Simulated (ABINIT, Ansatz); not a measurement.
**A GW run on SnF4 (I4/mmm) in ABINIT, with inputs changed**

What do changed inputs do to GW on SnF4 (I4/mmm)?

Main program and level: ABINIT 10.8.3; PBEsol and many-body steps on it, plane waves.

## (1) Set-up

Symmetry: I4/mmm, No. 139, tetragonal system. The conventional cell has a = 4.050 Å, b = 4.050 Å, c = 7.930 Å, α = 90.00°, β = 90.00°, γ = 90.00°. Sn has 6 F at 1.88 to 2.03 Å nearest. Nearest to F lie 1 Sn at 1.88 Å. Nearest to F lie 2 Sn at 2.03 Å. Farther neighbours and most contacts between anions are not listed.

As a file:

```cif
data_structure
_symmetry_space_group_name_H-M 'P 1'
_symmetry_Int_Tables_number 1
_cell_length_a 4.8911
_cell_length_b 4.8911
_cell_length_c 4.8911
_cell_angle_alpha 131.085
_cell_angle_beta 131.085
_cell_angle_gamma 71.679
_cell_volume 65.04
loop_
_atom_site_label
_atom_site_type_symbol
_atom_site_fract_x
_atom_site_fract_y
_atom_site_fract_z
_atom_site_occupancy
Sn1 Sn 0.00000 0.00000 0.00000 1
F2 F 0.23700 0.23700 0.00000 1
F3 F 0.76300 0.76300 0.00000 1
F4 F 0.50000 0.00000 0.50000 1
F5 F 0.00000 0.50000 0.50000 1
```

The cell and positions come from the Crystallography Open Database and are kept as given unless a step says otherwise.

## (2) Screening, 4×4×4 mesh, 104 bands, screening to 141.5 eV

This step: ABINIT 10.8.3; RPA screening on PBEsol, plane waves, norm-conserving pseudopotentials.

The RPA dielectric matrix is built and inverted for each q.

The input, run.abi:

```
acell 3*1.0 Angstrom
rprim 
  -2.025000000000 2.025000000000 3.965000000000
  2.025000000000 -2.025000000000 3.965000000000
  2.025000000000 2.025000000000 -3.965000000000
ntypat 2
znucl 50 9
natom 5
typat 1 2 2 2 2
xred 
  0.000000000000 0.000000000000 0.000000000000
  0.237000000000 0.237000000000 0.000000000000
  0.763000000000 0.763000000000 0.000000000000
  0.500000000000 0.000000000000 0.500000000000
  0.000000000000 0.500000000000 0.500000000000
pp_dirpath "pseudos"
pseudos "Sn.upf, F.upf"
ecut 38
ngkpt 4 4 4
nshiftk 1
shiftk 0 0 0
kptopt 1
chksymbreak 0
istwfk *1
occopt 1
irdwfk 1
optdriver 3
nband 104
ecuteps 5.2
inclvkb 2
awtr 1
symchi 1
indata_prefix "in"
outdata_prefix "out"
tmpdata_prefix "tmp"
```

Command:

```console
$ OMP_NUM_THREADS=1 mpirun -n 4 abinit run.abi > log
```

The program printed:

```text
.Version 10.8.3 of ABINIT. v10.8.2 released Aug 2026.

 Symmetries : space group I4/m m m (#139); Bravais tI (body-center tetrag.)
[... echo of the input left out ...]
== DATASET  1 ==================================================================
-   mpi_nproc: 4, omp_nthreads: 1 (-1 if OMP is not activated)

--- !DatasetInfo
iteration_state: {dtset: 1, }
dimensions: {natom: 5, nkpt: 13, mband: 104, nsppol: 1, nspinor: 1, nspden: 1, mpw: 4928, }
cutoff_energies: {ecut:  38.0, pawecutdg:  -1.0, }
electrons: {nelect:   5.00000000E+01, charge:   0.00000000E+00, occopt:   1.00000000E+00, tsmear:   1.00000000E-02, }

 SCREENING: Calculation of the susceptibility and dielectric matrices

 Based on a program developped by R.W. Godby, V. Olevano, G. Onida, and L. Reining.
 Incorporated in ABINIT by V. Olevano, G.-M. Rignanese, and M. Torrent.
.Using double precision arithmetic ; gwpc =  8

[... cell and pseudopotentials left out ...]
--------------------------------------------------------------------------------

 ==== K-mesh for the wavefunctions ====
 Number of points in the irreducible wedge :    13
[... list of points left out ...]
 Together with 16 symmetry operations and time-reversal symmetry
 yields    64 points in the full Brillouin Zone.

 ==== Q-mesh for the screening function ====
 Number of points in the irreducible wedge :    13
[... list of points left out ...]
 Together with 16 symmetry operations and time-reversal symmetry
 yields    64 points in the full Brillouin Zone.

 setmesh: FFT mesh size selected  =    45x   45x   45
          total number of points  =        91125

 vcoul_init : cutoff-mode = AUXILIARY_FUNCTION
 q-points for optical limit:   1
     1)      0.000010    0.000020    0.000030

- screening: taking advantage of time-reversal symmetry
- Maximum band index for partially occupied states nbvw = 25
- Remaining bands to be divided among processors   nbcw = 79
- Number of bands treated by each node ~19

 Number of electrons calculated from density =   50.0000; Expected =   50.0000
 average of density, n =  0.113925
 r_s =    1.2797
 omega_plasma =   32.5586 [eV]

 calculating chi0 at frequencies [eV] :
  1    0.000000E+00    0.000000E+00
  2    0.000000E+00    3.255860E+01

--------------------------------------------------------------------------------
  q-point number  1        q = ( 0.000000, 0.000000, 0.000000) [r.l.u.]
--------------------------------------------------------------------------------
[... chi0 elements left out ...]
 For q-point:  0.000010 0.000020 0.000030
  dielectric constant =   2.3883
  dielectric constant without local fields =   2.5005

  Average fulfillment of the sum rule on Im[epsilon] for q-point    1 :     44.82  [%]
[... wings left out ...]
  q-point number  2        q = ( 0.250000, 0.000000, 0.000000) [r.l.u.]
--------------------------------------------------------------------------------
[... chi0 elements left out ...]
  Average fulfillment of the sum rule on Im[epsilon] for q-point    2 :     57.06  [%]

 [... 11 further q-points ...]
```

Wall time 5 min (4 MPI ranks of Intel Xeon Platinum 8488C (Sapphire Rapids), shared host); peak memory 3.9 GiB; 20 min of CPU time.

Numbers from this step:

```yaml
eps_infinity_with_local_fields_on_this_mesh_along_the_program_s_q_direction: 2.388
the_same_without_local_fields: 2.501
plasma_frequency: 32.56 eV
plane_waves_in_the_screening_matrix: 251
```

Local fields lower ε∞ by 4 %.

## (3) Base

The self-energy is evaluated for the states that the input lists, and the levels follow from it, in one-shot runs by the linearised quasiparticle equation.

This step: G0W0 on PBEsol, plane waves, norm-conserving pseudopotentials.

run.abi, as its differences from that of step 2:

```diff
@@ -26,8 +26,17 @@
 irdwfk 1
-optdriver 3
+optdriver 4
 nband 104
+gwcalctyp 0
+ecutsigx 38
+symsigma 1
+nkptgw 2
+kptgw 
+  0.5000000000 0.5000000000 0.0000000000
+  0.0000000000 0.0000000000 0.0000000000
+bdgw 
+  24 27
+  24 27
 ecuteps 5.2
-inclvkb 2
-awtr 1
-symchi 1
+irdscr 1
+ppmodel 1
 indata_prefix "in"
```

The program printed:

```text
.Version 10.8.3 of ABINIT. v10.8.2 released Aug 2026.

 Symmetries : space group I4/m m m (#139); Bravais tI (body-center tetrag.)
[... echo of the input left out ...]
== DATASET  1 ==================================================================
-   mpi_nproc: 4, omp_nthreads: 1 (-1 if OMP is not activated)

--- !DatasetInfo
iteration_state: {dtset: 1, }
dimensions: {natom: 5, nkpt: 13, mband: 104, nsppol: 1, nspinor: 1, nspden: 1, mpw: 4928, }
cutoff_energies: {ecut:  38.0, pawecutdg:  -1.0, }
electrons: {nelect:   5.00000000E+01, charge:   0.00000000E+00, occopt:   1.00000000E+00, tsmear:   1.00000000E-02, }

 SIGMA: Calculation of the GW corrections

 Based on a program developped by R.W. Godby, V. Olevano, G. Onida, and L. Reining.
 Incorporated in ABINIT by V. Olevano, G.-M. Rignanese, and M. Torrent.
.Using double precision arithmetic ; gwpc =  8

[... cell and pseudopotentials left out ...]
--------------------------------------------------------------------------------

 ==== K-mesh for the wavefunctions ====
 Number of points in the irreducible wedge :    13
[... list of points left out ...]
 Together with 16 symmetry operations and time-reversal symmetry
 yields    64 points in the full Brillouin Zone.

 ==== Q-mesh for screening function ====
 Number of points in the irreducible wedge :    13
[... list of points left out ...]
 Together with 16 symmetry operations and time-reversal symmetry
 yields    64 points in the full Brillouin Zone.

 vcoul_init : cutoff-mode = AUXILIARY_FUNCTION
 q-points for optical limit:   1
     1)      0.000010    0.000020    0.000030
 setmesh: FFT mesh size selected  =    72x   72x   72
          total number of points  =       373248

 Number of electrons calculated from density =   50.0000; Expected =   50.0000
 average of density, n =  0.113925
 r_s =    1.2797
 omega_plasma =   32.5586 [eV]

 === KS Band Gaps ===
  >>>> For spin  1
   Minimum direct gap =   3.6497 [eV], located at k-point      :   0.0000  0.0000  0.0000
   Fundamental gap    =   3.4121 [eV], Top of valence bands at :   0.5000  0.5000  0.0000
                                       Bottom of conduction at :   0.0000  0.0000  0.0000
 SIGMA fundamental parameters:
 PLASMON POLE MODEL  1
 number of plane-waves for SigmaX                 4917
 number of plane-waves for SigmaC and W            251
 number of plane-waves for wavefunctions          4917
 number of bands                                   104
 number of independent spin polarizations            1
 number of spinorial components                      1
 number of k-points in IBZ                          13
 number of q-points in IBZ                          13
 number of symmetry operations                      16
 number of k-points in BZ                           64
 number of q-points in BZ                           64
 number of frequencies for dSigma/dE                 9
 frequency step for dSigma/dE [eV]                0.25
 number of omega for Sigma on real axis              0
 max omega for Sigma on real axis  [eV]           0.00
 zcut for avoiding poles [eV]                     0.10

 EPSILON^-1 parameters (SCR file):
 dimension of the eps^-1 matrix on file            251
 dimension of the eps^-1 matrix used               251
 number of plane-waves for wavefunctions          4917
 number of bands                                   104
 number of q-points in IBZ                          13
 number of frequencies                               2
 number of real frequencies                          1
 number of imag frequencies                          1

 matrix elements of self-energy operator (all in [eV])

 Perturbative Calculation

--- !SelfEnergy_ee
iteration_state: {dtset: 1, }
kpoint     : [   0.500,    0.500,    0.000, ]
spin       : 1
KS_gap     :    7.825
QP_gap     :   12.590
Delta_QP_KS:    4.765
data: !SigmaeeData |
     Band     E0 <VxcDFT>   SigX SigC(E0)      Z dSigC/dE  Sig(E)    E-E0       E
       24   0.387 -22.378 -30.431   5.712   0.806  -0.240 -24.266  -1.887  -1.500
       25   0.673 -22.903 -31.001   5.797   0.807  -0.240 -24.758  -1.855  -1.182
       26   8.498 -20.574 -14.213  -2.913   0.844  -0.185 -17.664   2.909  11.407
       27   9.422 -13.406  -7.759  -3.384   0.878  -0.139 -11.421   1.986  11.408

--- !SelfEnergy_ee
iteration_state: {dtset: 1, }
kpoint     : [   0.000,    0.000,    0.000, ]
spin       : 1
KS_gap     :    3.650
QP_gap     :    7.379
Delta_QP_KS:    3.729
data: !SigmaeeData |
     Band     E0 <VxcDFT>   SigX SigC(E0)      Z dSigC/dE  Sig(E)    E-E0       E
       24   0.435 -22.583 -30.616   5.727   0.806  -0.240 -24.442  -1.859  -1.424
       25   0.435 -22.583 -30.616   5.727   0.806  -0.240 -24.442  -1.859  -1.424
       26   4.085 -17.488 -13.247  -2.074   0.863  -0.159 -15.618   1.870   5.955
       27  12.318 -10.593  -5.530  -3.215   0.883  -0.133  -8.962   1.631  13.949

== END DATASET(S) ==============================================================
================================================================================

 -outvars: echo values of variables after computation  --------
           etotal      0.0000000000E+00
            nband         104
             nkpt          13
          spgroup         139
 [... the other variables as echoed above ...]

 Calculation completed.
```

Run time: 21 s. Hardware: 4 MPI ranks; peak memory 3.2 GiB.

This step gave:

| Quantity | Value |
| --- | --- |
| G0W0 gap on the points computed | 7.137 eV |
| starting gap on the mesh | 3.412 eV |
| k of the valence top | 0.5, 0.5, 0 |
| k of the conduction bottom | 0, 0, 0 |
| Z at the valence top | 0.807 |
| Z at the conduction bottom | 0.863 |
| least direct G0W0 gap on the computed points | 7.379 eV |

The gap on the mesh goes from 3.41 eV to 7.14 eV, a correction of +3.72 eV.

(Continued in part 2 of 2.)

[Paths, hosts, dates, memory and timing lines, banners, echoed tables and standing remarks are left out of the program output.]

[Logs are printed without paths, hosts, clocks, repeated set-up lines and the standing remarks that a program may print on its own settings, such as how far it seeks lower states.]

[Runs of the session that timed out or met a known fault of the program may be left out.]

[Hosts, paths, dates, database ids (printed as entryN), source tags and the programs' standing remarks are cut or masked in the printed files.]

[G0W0 gaps are taken among the corrected bands and points alone; a level outside them can change the order at an edge.]

[Where Ansatz stands beside ABINIT at settings called matched, ABINIT's density can come from a denser mesh and the files from another edition; pairs whose starting gaps differed by over 0.03 eV were left out, so agreement reads better than it is.]
